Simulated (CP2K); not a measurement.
Two runs for the C K edge of 1,3,5-trifluorobenzene. Run A: CP2K XAS_TDP, all-electron GAPW, PBEh(45%), aug-cc-pVDZ, TDA, no relativity. Run B has a fault in its input.

First lines with a strength over 0.0015. A:

```tsv
atom	energy (eV)	states	strength, one atom
C2 (bonded to 2 C and F), 3 alike	283.67	1	0.0633
	286.37	1	0.0442
	287.93	1	0.0017
	289.03	1	0.0022
	289.20	1	0.0020
C3 (bonded to 2 C and H), 3 alike	281.90	1	0.0465
	284.92	1	0.0164
	286.50	1	0.0024
	287.46	1	0.0098
	287.87	1	0.0055
```

B:

```tsv
atom	energy (eV)	states	strength, one atom
C2 (bonded to 2 C and F), 3 alike	282.31	1	0.0614
	285.62	1	0.0501
	289.14	1	0.0135
	289.60	1	0.0089
	289.75	1	0.0125
C3 (bonded to 2 C and H), 3 alike	280.57	1	0.0451
	284.42	1	0.0159
	286.65	1	0.0131
	286.76	1	0.0091
	287.10	1	0.0090
```

Question: What went wrong in run B?

The basis is far too small (basis from aug-cc-pVDZ to 3-21G*). Against PBEh(45%) in aug-cc-pVDZ, the leading lines move by -1.36 eV (C2, to 282.31) and -1.33 eV (C3, to 280.57). The next line of C2 over the strength cut lies 3.31 eV higher, against 2.70. Another fault could leave a like mark.

[Banner, clock and machine lines of the logs are left out without a mark of their own.]

[Logs are printed without paths, hosts, clocks, repeated set-up lines and the standing remarks that a program may print on its own settings, such as how far it seeks lower states.]

[Hosts, paths, dates, database ids (printed as entryN), source tags and the programs' standing remarks are cut or masked in the printed files.]
